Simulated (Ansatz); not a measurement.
The compound is ThBr4 (I4_1/amd).

```
Th Br
1.0
    -4.46550    4.46550    3.98150
     4.46550   -4.46550    3.98150
     4.46550    4.46550   -3.98150
Th Br
2 8
Cartesian
  0.0000 0.0000 0.0000
  0.0000 4.4655 1.9908
  4.4655 -1.6880 3.3524
  1.6880 0.0000 5.3432
  4.4655 1.6880 3.3524
  2.7775 4.4655 1.3617
  0.0000 1.6880 2.6198
  6.1535 0.0000 0.6291
  4.4655 2.7775 -1.3617
  2.7775 0.0000 0.6291
```

The cell and positions come from the Crystallography Open Database and are kept as given unless a step says otherwise. The program's search for lower electronic states was switched off, so nothing shows that the state found is the lowest. Spin-orbit coupling is left out unless a run names it. PAW set soft_2, made with PBE.

A constrained-RPA run (Ansatz 0.2.0; non-magnetic LDA; Th f, bands c1 to c14, 2×2×2 mesh, medium accuracy) builds 14 functions on bands 0.70 eV wide, with 0.0 electrons in the window. The bare on-site interaction is 13.8 eV and the bare J 0.40 eV.

**Question.** What U and J survive the screening?

On the Th f shell, U = 3.65 eV (26 % of the bare value), U′ = 3.07 eV, J = 0.28 eV.

The parent state is non-magnetic and the interaction static (zero frequency); U depends on the window and the orbitals, so it belongs to this model alone. Spin-orbit coupling, which is strong for atoms this heavy, is left out. Coarse meshes can leave U off its limit, most where the target bands are metallic.

[Paths, hosts, dates, memory and timing lines, banners, echoed tables and standing remarks are left out of the program output.]

[Logs are printed without paths, hosts, clocks, repeated set-up lines and the standing remarks that a program may print on its own settings, such as how far it seeks lower states.]

[Runs of the session that timed out or met a known fault of the program may be left out.]

[Hosts, paths, dates, database ids (printed as entryN), source tags and the programs' standing remarks are cut or masked in the printed files.]
